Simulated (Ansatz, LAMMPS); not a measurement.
# Which site? a vacancy of Ge in amorphous Ge (61 atoms): runs compared

Aim: make a vacancy of Ge at several sites of amorphous Ge (61 atoms), relax each, and compare their energies.

Computed with Ansatz 0.2.0: Kohn-Sham DFT, r2SCAN, PAW (set soft_1), plane waves.

## 1. The cell as built

The cell holds 61 atoms: 61 Ge. Cell: a = 11.099 Å, b = 11.099 Å, c = 11.099 Å, α = 90.0°, β = 90.0°, γ = 90.0°. 61 atoms (61 Ge) placed at random at 5.38 g/cm³, melted at 3500 K for 10 ps at fixed volume with the Tersoff potential (Tersoff, Phys. Rev. B 39, 5566 (1989)). Quenched from 3500 K to 100 K at 5 K/ps and fixed volume, held 5 ps, then minimised at fixed cell.

Limits known from the start: The quench rate of 5 K/ps is orders of magnitude faster than experiment, which tends to freeze in extra defects. The starting topology of bonds comes from the classical model, and needn't be the one that DFT or experiment would give. Sampling is at Γ alone, for a cell whose shortest periodic width is 11 Å.

## 2. The reference run

The reference is a single point at the end of the relaxation.

Every defect cell starts from the geometry of this run and is relaxed in the fixed cell.

Its input, with most atom lines left out:

```yaml
crystal:
  lattice:
    - [11.0988, 0.0, 0.0]
    - [0.0, 11.0988, 0.0]
    - [0.0, 0.0, 11.0988]
  atoms:
    - { symbol: Ge, position: [0.05043, 0.76894, 0.14249] }
    - { symbol: Ge, position: [0.42919, 0.83592, 0.58902] }
    - { symbol: Ge, position: [0.52446, 0.40497, 0.97169] }
    - { symbol: Ge, position: [0.34564, 0.18898, 0.71811] }
    - { symbol: Ge, position: [0.45203, 0.1202, 0.14213] }
    - { symbol: Ge, position: [0.92081, 0.93969, 0.19768] }
    - { symbol: Ge, position: [0.5592, 0.79393, 0.26453] }
    [... atom lines 8 to 61 left out ...]
kpoints:
  mp_grid: { grid: [1, 1, 1] }
hamiltonian:
  xc: r2scan
  pseudopotentials: { kind: paw, azcp: { folder: soft_1 } }
scf:
  occupations: { method: gaussian, width: 0.025 }
output:
  forces: true
  stress: true
  populations: true
  dos:
    method: { smearing: { sigma: 0.1 } }
    de: 0.1
    projected: { site_lists: { Ge: [Ge] } }
  eigenvalues: true
  write_density: true
  write_potential: true
  volumetric_format: npy
  elf: true
```

```
free energy per atom   : -4302.6477 eV/atom
r.m.s. force component : 0.01302 eV/Å
pressure               : 2.518 GPa
```

Filled and empty levels are parted by 0.295 eV (at Γ alone); a semilocal functional tends to put such gaps too low. In a disordered cell it changes from sample to sample, and tail or defect levels can set it.

## 3. The runs

Each row is one run, on 8 threads of AMD EPYC 7B13 (Zen 3), shared host. The free energy is the program's total, comparable only between runs with the same functional, potentials and atoms.

```
                                 run  atoms    outcome  ionic steps, all passes  free energy (eV)     time  host memory (GiB)
           Single point at the start     61  converged                        -       -262459.807     25 s                4.0
                          Relaxation     61  converged                        8       -262461.507    2 min                4.0
Single point at the relaxed geometry     61  converged                        -       -262461.507     33 s                4.0
            Vacancy of Ge, site Ge55     60  converged                       22       -258159.693  6.9 min                4.1
             Vacancy of Ge, site Ge6     60  converged                       13       -258157.865  4.2 min                4.1
            Vacancy of Ge, site Ge19     60  converged                        9       -258158.007    3 min                4.0
            Vacancy of Ge, site Ge25     60  converged                        8       -258157.268  2.6 min                4.0
            Vacancy of Ge, site Ge12     60  converged                       15       -258157.756  4.8 min                4.1
            Vacancy of Ge, site Ge49     60  converged                       15       -258158.403  4.5 min                4.1
```

The surroundings of site Ge55, the cheapest one, after relaxation: 10 atoms, nearest first, with positions taken from that point. Atoms keep their numbers of the cell before the removal, where the removed atom was number 55.

```
atom      x      y      z  distance (Å)  bonds
Ge38   0.20   2.14  -0.75          2.28      4
Ge23  -0.15   1.66   1.66          2.35      4
 Ge4   0.69   0.12  -2.30          2.40      4
Ge26  -1.67  -0.57  -2.20          2.82      4
Ge36   0.85  -2.78   0.55          2.96      4
Ge11   2.09  -1.63  -1.35          2.97      4
Ge32  -1.04  -0.18   2.89          3.08      4
Ge52   0.82  -1.69   2.75          3.33      4
Ge44  -2.91  -1.75  -0.40          3.42      4
Ge47  -2.05   1.85  -2.14          3.49      4
```

The column of bonds counts only the pairs Ge-Ge within 2.83 Å; other neighbours, such as metal atoms beside each other in a compound, aren't counted, and periodic images can show an atom twice.

## 4. The sites compared

All these cells hold the same atoms, so their energies can be compared with no chemical potential.

```
site  neighbours  mean distance (Å)  atoms within 6 Å  energy over the best site (eV)  before relaxation (eV)  gain on relaxing (eV)
Ge55         Ge4               2.52                39                            0.00                    0.00                   1.86
Ge49         Ge4               2.49                39                            1.29                    1.14                   1.71
Ge19         Ge4               2.52                41                            1.69                    1.37                   1.55
 Ge6         Ge5               2.61                40                            1.83                    1.79                   1.83
Ge12         Ge4               2.48                39                            1.94                    1.52                   1.45
Ge25         Ge4               2.48                40                            2.43                    1.62                   1.06
```

Neighbours are those of the relaxed host within 2.93 Å (Ge-Ge); other pairs aren't counted.

## 5. Findings

The cheapest site is Ge55 (4 neighbours, Ge4); the dearest, Ge25 (4 neighbours, Ge4), costs 2.4 eV more. By coordination the energies over the best site are 0.00 to 2.43 eV with 4 neighbours and 1.83 eV with 5 neighbours. Relaxation gains 1.1 to 1.9 eV and leaves the best site the same.

Caveats: Defects are neutral and interact with their images. The defect cells ran without spin polarisation, so cut bonds can't carry moments. In a disordered cell the relaxation can also rearrange atoms far from the site. Only 6 of the 61 Ge sites were tried; unless symmetry makes the others alike to these, a cheaper one may exist. The stress is far from hydrostatic: its diagonal is 4.4, 2.6, 0.6 GPa, compression counted positive. The pressure of 2.5 GPa shows the cell to be compressed for this functional.

The DFT runs together took 29 min of wall time.

[Logs are printed without paths, hosts, clocks, repeated set-up lines and the standing remarks that a program may print on its own settings, such as how far it seeks lower states.]

[Hosts, paths, dates, database ids (printed as entryN), source tags and the programs' standing remarks are cut or masked in the printed files.]
